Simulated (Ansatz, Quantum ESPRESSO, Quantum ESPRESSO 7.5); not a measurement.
# From contact to tunnelling: a In chain with one bond drawn out

How fast does transmission decay with width? The series: a In chain with one bond drawn out.

Main program and level: Quantum ESPRESSO 7.5; plane-wave DFT, PBE, GBRV ultrasoft pseudopotentials (cross-check by Ansatz 0.2.0 with PAW datasets).

The raw output is cut from this account; settings, times and results stay.

## 1. Set-up

The cell holds 10 atoms: 10 In. Its edges and angles: a = 7.500 Å, b = 7.500 Å, c = 29.800 Å, α = 90.0°, β = 90.0°, γ = 90.0°. Regions: left lead, 5 atoms (5 In); right lead, 5 atoms (5 In). Vacuum lies along a and b. The structure is stacked, and the current runs, along c.

## 2. SCF with pw.x, 0.3 Å

One periodic cell holds a lead period, the junction and more lead; the atoms stay as built.

j0.scf.in

```
&control
  prefix = 'j0.scf'
  outdir = './out'
  pseudo_dir = './pseudo'
  calculation = 'scf'
  tprnfor = .true.
/
&system
  ibrav = 0
  nat = 10
  ntyp = 1
  ecutwfc = 34
  ecutrho = 170
  occupations = 'smearing'
  smearing = 'mv'
  degauss = 0.01
/
&electrons
  conv_thr = 1e-07
  mixing_beta = 0.25
  electron_maxstep = 120
  mixing_mode = 'local-TF'
/
ATOMIC_SPECIES
  In  114.8180  in_pbe_v1.4.uspp.F.UPF
CELL_PARAMETERS angstrom
  7.50000000000000 0.00000000000000 0.00000000000000
  0.00000000000000 7.50000000000000 0.00000000000000
  0.00000000000000 0.00000000000000 29.80000000000000
ATOMIC_POSITIONS crystal
  In  0.500000000000 0.500000000000 0.000000000000
  In  0.500000000000 0.500000000000 0.098993288591
  In  0.500000000000 0.500000000000 0.197986577181
  In  0.500000000000 0.500000000000 0.296979865772
  In  0.500000000000 0.500000000000 0.395973154362
  In  0.500000000000 0.500000000000 0.505033557047
  In  0.500000000000 0.500000000000 0.604026845638
  In  0.500000000000 0.500000000000 0.703020134228
  In  0.500000000000 0.500000000000 0.802013422819
  In  0.500000000000 0.500000000000 0.901006711409
K_POINTS automatic
  1 1 3 0 0 0
```

On the command line:

```sh
$ OMP_NUM_THREADS=1 mpirun -n 4 pw.x -nk 1 -in j0.scf.in > j0.scf.out
```

Run time: 75 s. Hardware: 4 MPI ranks of Arm Neoverse V2, shared host; peak memory 1.8 GiB; 5 min of CPU time.

Numbers from this step:

| Item | Value |
| --- | --- |
| free energy | -18147.7114 eV |
| Fermi energy | -1.116 eV |

The run needed 15 iterations to bring the estimated error under 1e-07 Ry; the largest force on any atom, held or free, is 0.42 eV/Å.

## 3. The open system, 0.3 Å

prefixt takes both regions from one run: the lead from 0 to bdl, the scattering region from bdl to bds (units of alat). ikind = 1 puts the same lead on both sides. The program's T_tot counts both spins in a run without spin; the tables below give T per spin.

j0.cond.in

```
&inputcond
  outdir = './out'
  prefixt = 'j0.scf'
  tran_file = 'j0.cond.dat'
  bdl = 0.7866666667
  bds = 3.9733333333
  ikind = 1
  ewind = 4.0
  epsproj = 1e-05
  nz1 = 7
  energy0 = 2.0
  denergy = -0.1
/
1
  0.00000000 0.00000000 1.00000000
41
```

On the command line:

```sh
$ OMP_NUM_THREADS=1 mpirun -n 4 pwcond.x -in j0.cond.in > j0.cond.out
```

Run time: 3.8 min. Hardware: 4 MPI ranks; peak memory 0.49 GiB.

Read from the output:

```
lead channels at the Fermi level, one spin : 3
transmission at the Fermi level, one spin  : 2.913
conductance                                : 2.913 G₀
```

Per spin. The open channels by energy, zero at the Fermi level:

```csv
energy (eV),open channels
-2.00,0
-1.90,0
-1.70,0
-1.60,0
-1.40,0
-1.30,0
-1.20,1
-1.00,1
-0.90,1
-0.80,1
-0.60,1
-0.50,1
-0.30,1
-0.20,1
-0.10,3
0.00,3
0.10,3
0.20,3
0.30,3
0.50,3
0.60,3
0.80,3
0.90,3
1.00,3
1.20,3
1.30,3
1.40,3
1.60,3
1.70,3
1.90,3
2.00,3
```

Per spin. The transmission by energy, zero at the Fermi level:

```csv
energy (eV),transmission
-2.00,0
-1.90,0
-1.80,0
-1.70,0
-1.60,0
-1.50,0
-1.40,0
-1.20,0.987
-1.10,0.985
-1.00,0.982
-0.90,0.981
-0.80,0.979
-0.70,0.978
-0.60,0.978
-0.50,0.977
-0.40,0.977
-0.30,0.977
-0.20,0.976
-0.10,2.85
0.00,2.91
0.10,2.88
0.20,2.82
0.30,2.79
0.40,2.78
0.50,2.78
0.60,2.78
0.70,2.77
0.80,2.77
0.90,2.78
1.00,2.80
1.10,2.79
1.20,2.81
1.40,2.83
1.50,2.83
1.60,2.83
1.70,2.83
1.80,2.82
1.90,2.82
2.00,2.81
```

## 4. The same in Ansatz, 0.3 Å

As a check, the same structure is run in Ansatz.

Level of this step: plane-wave DFT, PBE, Ansatz PAW (Ansatz 0.2.0).

input.yaml

```yaml
crystal:
  lattice:
    - [7.5, 0.0, 0.0]
    - [0.0, 7.5, 0.0]
    - [0.0, 0.0, 29.8]
  atoms:
    - { symbol: In, position: [0.5, 0.5, 0.0] }
    - { symbol: In, position: [0.5, 0.5, 0.0989932886] }
    - { symbol: In, position: [0.5, 0.5, 0.1979865772] }
    - { symbol: In, position: [0.5, 0.5, 0.2969798658] }
    - { symbol: In, position: [0.5, 0.5, 0.3959731544] }
    - { symbol: In, position: [0.5, 0.5, 0.505033557] }
    - { symbol: In, position: [0.5, 0.5, 0.6040268456] }
    - { symbol: In, position: [0.5, 0.5, 0.7030201342] }
    - { symbol: In, position: [0.5, 0.5, 0.8020134228] }
    - { symbol: In, position: [0.5, 0.5, 0.9010067114] }
kpoints:
  mp_grid: { grid: [1, 1, 4] }
hamiltonian:
  xc: pbe
scf:
  occupations: { method: fermi_dirac, width: 0.1 }
  convergence: { dr2_threshold: 1.0e-08 }
output:
  transmission:
    leads: [[0, 1]]
    e_range: [-2.0, 2.0]
    de: 0.05
    kmesh: [1, 1]
    reduced_basis: true
  write_potential: true
  write_density: true
  volumetric_format: npy
```

On the command line:

```sh
$ ansatz run input.yaml --threads 4 --pin off --max-ram 8192MiB --backend cpu --events-out ev --progress --plain --runs-dir out
```

Run time: 33 s. Hardware: 4 threads; peak memory 2.3 GiB; 2 min of CPU time.

Read from the output:

- free energy: -55966.3474 eV
- energy at zero smearing: -55965.9696 eV
- smearing term TS: 0.7557 eV
- Fermi energy: -1.101 eV
- symmetry operations: 16
- transmission at the Fermi level, one spin: 2.875
- step of the lead's Hamiltonian over a period: 1.2 meV

Per spin. Transmission against energy, zero at the Fermi level:

```csv
energy (eV),transmission
-2.000,0
-1.800,0
-1.600,0
-1.400,0
-1.200,0.979
-1.000,0.979
-0.800,0.978
-0.600,0.977
-0.400,0.976
-0.200,0.975
0.000,2.88
0.200,2.84
0.400,2.80
0.600,2.79
0.800,2.80
1.000,2.81
1.200,2.82
1.400,2.83
1.600,2.82
1.800,2.82
2.000,2.80
```

Per spin. The open channels by energy, zero at the Fermi level:

```csv
energy (eV),open channels
-2.00,0
-1.85,0
-1.70,0
-1.60,0
-1.45,0
-1.30,0
-1.15,1
-1.05,1
-0.90,1
-0.75,1
-0.60,1
-0.50,1
-0.35,1
-0.20,1
-0.05,3
0.00,3
0.05,3
0.20,3
0.35,3
0.50,3
0.60,3
0.75,3
0.90,3
1.05,3
1.15,3
1.30,3
1.45,3
1.60,3
1.70,3
1.85,3
2.00,3
```

Ansatz finds T = 2.88 against pwcond's 2.91.

## 5. Ground state, 0.8 Å

Level of this step: plane-wave DFT, PBE, GBRV ultrasoft pseudopotentials (Quantum ESPRESSO 7.5).

j1.scf.in

```
&control
  prefix = 'j1.scf'
  outdir = './out'
  pseudo_dir = './pseudo'
  calculation = 'scf'
  tprnfor = .true.
/
&system
  ibrav = 0
  nat = 10
  ntyp = 1
  ecutwfc = 34
  ecutrho = 170
  occupations = 'smearing'
  smearing = 'mv'
  degauss = 0.01
/
&electrons
  conv_thr = 1e-07
  mixing_beta = 0.25
  electron_maxstep = 120
  mixing_mode = 'local-TF'
/
ATOMIC_SPECIES
  In  114.8180  in_pbe_v1.4.uspp.F.UPF
CELL_PARAMETERS angstrom
  7.50000000000000 0.00000000000000 0.00000000000000
  0.00000000000000 7.50000000000000 0.00000000000000
  0.00000000000000 0.00000000000000 30.30000000000000
ATOMIC_POSITIONS crystal
  In  0.500000000000 0.500000000000 0.000000000000
  In  0.500000000000 0.500000000000 0.097359735974
  In  0.500000000000 0.500000000000 0.194719471947
  In  0.500000000000 0.500000000000 0.292079207921
  In  0.500000000000 0.500000000000 0.389438943894
  In  0.500000000000 0.500000000000 0.513201320132
  In  0.500000000000 0.500000000000 0.610561056106
  In  0.500000000000 0.500000000000 0.707920792079
  In  0.500000000000 0.500000000000 0.805280528053
  In  0.500000000000 0.500000000000 0.902640264026
K_POINTS automatic
  1 1 3 0 0 0
```

On the command line:

```sh
$ OMP_NUM_THREADS=1 mpirun -n 4 pw.x -nk 1 -in j1.scf.in > j1.scf.out
```

Elapsed: 75 s, on 4 MPI ranks; peak memory 0.99 GiB.

Numbers from this step:

* free energy: -18147.5233 eV
* Fermi energy: -1.133 eV

## 6. Transmission with pwcond.x, 0.8 Å

j1.cond.in

```
&inputcond
  outdir = './out'
  prefixt = 'j1.scf'
  tran_file = 'j1.cond.dat'
  bdl = 0.7866666667
  bds = 4.0400000000
  ikind = 1
  ewind = 4.0
  epsproj = 1e-05
  nz1 = 7
  energy0 = 2.0
  denergy = -0.1
/
1
  0.00000000 0.00000000 1.00000000
41
```

On the command line:

```sh
$ OMP_NUM_THREADS=1 mpirun -n 4 pwcond.x -in j1.cond.in > j1.cond.out
```

Wall time 3.9 min (4 MPI ranks); peak memory 0.49 GiB.

Read from the output:

| Quantity | Value |
| --- | --- |
| transmission at the Fermi level, one spin | 2.357 |
| conductance | 2.357 G₀ |

Per spin. Transmission against energy, zero at the Fermi level:

```csv
energy (eV),transmission
-2.00,0
-1.90,0
-1.80,0
-1.70,0
-1.60,0
-1.50,0
-1.40,0
-1.20,0.779
-1.10,0.811
-1.00,0.812
-0.90,0.811
-0.80,0.810
-0.70,0.810
-0.60,0.810
-0.50,0.812
-0.40,0.813
-0.30,0.815
-0.20,0.816
-0.10,2.06
0.00,2.36
0.10,2.17
0.20,1.95
0.30,1.86
0.40,1.84
0.50,1.84
0.60,1.83
0.70,1.83
0.80,1.84
0.90,1.87
1.00,1.96
1.10,1.88
1.20,1.96
1.40,2.02
1.50,2.03
1.60,2.03
1.70,2.03
1.80,2.02
1.90,2.02
2.00,2.02
```

T goes from 2.91 to 2.36, a factor of 1.2.

## 7. The same in Ansatz, 0.8 Å

Level of this step: plane-wave DFT, PBE, Ansatz PAW (Ansatz 0.2.0).

input.yaml

```yaml
crystal:
  lattice:
    - [7.5, 0.0, 0.0]
    - [0.0, 7.5, 0.0]
    - [0.0, 0.0, 30.3]
  atoms:
    - { symbol: In, position: [0.5, 0.5, 0.0] }
    - { symbol: In, position: [0.5, 0.5, 0.097359736] }
    - { symbol: In, position: [0.5, 0.5, 0.1947194719] }
    - { symbol: In, position: [0.5, 0.5, 0.2920792079] }
    - { symbol: In, position: [0.5, 0.5, 0.3894389439] }
    - { symbol: In, position: [0.5, 0.5, 0.5132013201] }
    - { symbol: In, position: [0.5, 0.5, 0.6105610561] }
    - { symbol: In, position: [0.5, 0.5, 0.7079207921] }
    - { symbol: In, position: [0.5, 0.5, 0.8052805281] }
    - { symbol: In, position: [0.5, 0.5, 0.902640264] }
kpoints:
  mp_grid: { grid: [1, 1, 4] }
hamiltonian:
  xc: pbe
scf:
  occupations: { method: fermi_dirac, width: 0.1 }
  convergence: { dr2_threshold: 1.0e-08 }
output:
  transmission:
    leads: [[0, 1]]
    e_range: [-2.0, 2.0]
    de: 0.05
    kmesh: [1, 1]
    reduced_basis: true
  write_potential: true
  write_density: true
  volumetric_format: npy
  elf: true
```

On the command line:

```sh
$ ansatz run input.yaml --threads 4 --pin off --max-ram 8192MiB --backend cpu --events-out ev --progress --plain --runs-dir out
```

It took 23 s on 4 threads; peak memory 2.4 GiB.

Read from the output:

* free energy: -55966.1743 eV
* energy at zero smearing: -55965.7887 eV
* smearing term TS: 0.7713 eV
* Fermi energy: -1.111 eV
* transmission at the Fermi level, one spin: 2.137
* step of the lead's Hamiltonian over a period: 3 meV

Per spin. The transmission by energy, zero at the Fermi level:

energy (eV), transmission and a bar:
```
   -2.000       0.00 
   -1.800       0.00 
   -1.600       0.00 
   -1.400       0.00 
   -1.200       0.73 ##########
   -1.000       0.79 ###########
   -0.800       0.80 ###########
   -0.600       0.80 ###########
   -0.400       0.81 ###########
   -0.200       0.81 ###########
    0.000       2.14 ##############################
    0.050       2.14 ##############################
    0.200       2.02 ############################
    0.400       1.88 ##########################
    0.600       1.85 ##########################
    0.800       1.89 ##########################
    1.000       1.94 ###########################
    1.200       1.98 ############################
    1.400       2.01 ############################
    1.600       2.01 ############################
    1.800       2.00 ############################
    2.000       1.98 ############################
```

Ansatz finds T = 2.14 against pwcond's 2.36.

## 8. Self-consistent run, 1.4 Å

Level of this step: plane-wave DFT, PBE, GBRV ultrasoft pseudopotentials (Quantum ESPRESSO 7.5).

j2.scf.in

```
&control
  prefix = 'j2.scf'
  outdir = './out'
  pseudo_dir = './pseudo'
  calculation = 'scf'
  tprnfor = .true.
/
&system
  ibrav = 0
  nat = 10
  ntyp = 1
  ecutwfc = 34
  ecutrho = 170
  occupations = 'smearing'
  smearing = 'mv'
  degauss = 0.01
/
&electrons
  conv_thr = 1e-07
  mixing_beta = 0.25
  electron_maxstep = 120
  mixing_mode = 'local-TF'
/
ATOMIC_SPECIES
  In  114.8180  in_pbe_v1.4.uspp.F.UPF
CELL_PARAMETERS angstrom
  7.50000000000000 0.00000000000000 0.00000000000000
  0.00000000000000 7.50000000000000 0.00000000000000
  0.00000000000000 0.00000000000000 30.90000000000000
ATOMIC_POSITIONS crystal
  In  0.500000000000 0.500000000000 0.000000000000
  In  0.500000000000 0.500000000000 0.095469255663
  In  0.500000000000 0.500000000000 0.190938511327
  In  0.500000000000 0.500000000000 0.286407766990
  In  0.500000000000 0.500000000000 0.381877022654
  In  0.500000000000 0.500000000000 0.522653721683
  In  0.500000000000 0.500000000000 0.618122977346
  In  0.500000000000 0.500000000000 0.713592233010
  In  0.500000000000 0.500000000000 0.809061488673
  In  0.500000000000 0.500000000000 0.904530744337
K_POINTS automatic
  1 1 3 0 0 0
```

On the command line:

```sh
$ OMP_NUM_THREADS=1 mpirun -n 4 pw.x -nk 1 -in j2.scf.in > j2.scf.out
```

It took 76 s on 4 MPI ranks; peak memory 1.9 GiB; 5 min of CPU time.

Numbers from this step:

| Item | Value |
| --- | --- |
| free energy | -18147.3387 eV |
| Fermi energy | -1.159 eV |

## 9. The open system, 1.4 Å

j2.cond.in

```
&inputcond
  outdir = './out'
  prefixt = 'j2.scf'
  tran_file = 'j2.cond.dat'
  bdl = 0.7866666667
  bds = 4.1200000000
  ikind = 1
  ewind = 4.0
  epsproj = 1e-05
  nz1 = 7
  energy0 = 2.0
  denergy = -0.1
/
1
  0.00000000 0.00000000 1.00000000
41
```

On the command line:

```sh
$ OMP_NUM_THREADS=1 mpirun -n 4 pwcond.x -in j2.cond.in > j2.cond.out
```

It took 4.4 min on 4 MPI ranks; peak memory 0.53 GiB; 18 min of CPU time.

Numbers from this step:

- transmission at the Fermi level, one spin: 1.279
- conductance: 1.279 G₀

Per spin. Transmission against energy, zero at the Fermi level:

```csv
energy (eV),transmission
-2.00,0
-1.90,0
-1.80,0
-1.70,0
-1.60,0
-1.50,0
-1.40,0
-1.20,0.326
-1.10,0.414
-1.00,0.436
-0.90,0.447
-0.80,0.455
-0.70,0.463
-0.60,0.471
-0.50,0.479
-0.40,0.487
-0.30,0.494
-0.20,0.501
-0.10,1.01
0.00,1.28
0.10,1.07
0.20,0.924
0.30,0.879
0.40,0.876
0.50,0.883
0.60,0.887
0.70,0.895
0.80,0.911
0.90,0.943
1.00,1.01
1.10,0.956
1.20,1.03
1.40,1.10
1.50,1.12
1.60,1.14
1.70,1.16
1.80,1.18
1.90,1.21
2.00,1.29
```

T goes from 2.36 to 1.28, a factor of 1.8.

## 10. Cross-check with Ansatz, 1.4 Å

Level of this step: plane-wave DFT, PBE, Ansatz PAW (Ansatz 0.2.0).

input.yaml

```yaml
crystal:
  lattice:
    - [7.5, 0.0, 0.0]
    - [0.0, 7.5, 0.0]
    - [0.0, 0.0, 30.9]
  atoms:
    - { symbol: In, position: [0.5, 0.5, 0.0] }
    - { symbol: In, position: [0.5, 0.5, 0.0954692557] }
    - { symbol: In, position: [0.5, 0.5, 0.1909385113] }
    - { symbol: In, position: [0.5, 0.5, 0.286407767] }
    - { symbol: In, position: [0.5, 0.5, 0.3818770227] }
    - { symbol: In, position: [0.5, 0.5, 0.5226537217] }
    - { symbol: In, position: [0.5, 0.5, 0.6181229773] }
    - { symbol: In, position: [0.5, 0.5, 0.713592233] }
    - { symbol: In, position: [0.5, 0.5, 0.8090614887] }
    - { symbol: In, position: [0.5, 0.5, 0.9045307443] }
kpoints:
  mp_grid: { grid: [1, 1, 4] }
hamiltonian:
  xc: pbe
scf:
  occupations: { method: fermi_dirac, width: 0.1 }
  convergence: { dr2_threshold: 1.0e-08 }
output:
  transmission:
    leads: [[0, 1]]
    e_range: [-2.0, 2.0]
    de: 0.05
    kmesh: [1, 1]
    reduced_basis: true
  write_potential: true
  write_density: true
  volumetric_format: npy
```

On the command line:

```sh
$ ansatz run input.yaml --threads 4 --pin off --max-ram 8192MiB --backend cpu --events-out ev --progress --plain --runs-dir out
```

Run time: 22 s. Hardware: 4 threads; peak memory 2.4 GiB; 80 s of CPU time.

Read from the output:

```
free energy                                  : -55966.0237 eV
energy at zero smearing                      : -55965.6270 eV
smearing term TS                             : 0.7935 eV
Fermi energy                                 : -1.139 eV
transmission at the Fermi level, one spin    : 1.031
step of the lead's Hamiltonian over a period : 8.5 meV
```

Per spin. Table of transmission by energy, zero at the Fermi level:

```csv
energy (eV),transmission
-2.000,0
-1.800,0
-1.600,0
-1.400,0
-1.200,0.286
-1.000,0.399
-0.800,0.435
-0.600,0.457
-0.400,0.474
-0.200,0.489
0.000,1.03
0.050,1.05
0.200,0.964
0.400,0.889
0.600,0.889
0.800,0.928
1.000,0.981
1.200,1.03
1.400,1.07
1.600,1.10
1.800,1.13
2.000,1.16
```

Ansatz finds T = 1.03 against pwcond's 1.28.

[end of part 1 of 2]

[Long decimals in the printed logs are rounded to 6 places.]

[Logs are printed without paths, hosts, clocks, repeated set-up lines and the standing remarks that a program may print on its own settings, such as how far it seeks lower states.]

[Hosts, paths, dates, database ids (printed as entryN), source tags and the programs' standing remarks are cut or masked in the printed files.]

[Maps of the electrostatic potential energy from Ansatz leave out the sawtooth potential of an applied field or a dipole correction, so their vacuum need not be flat; planar profiles and work functions include it.]
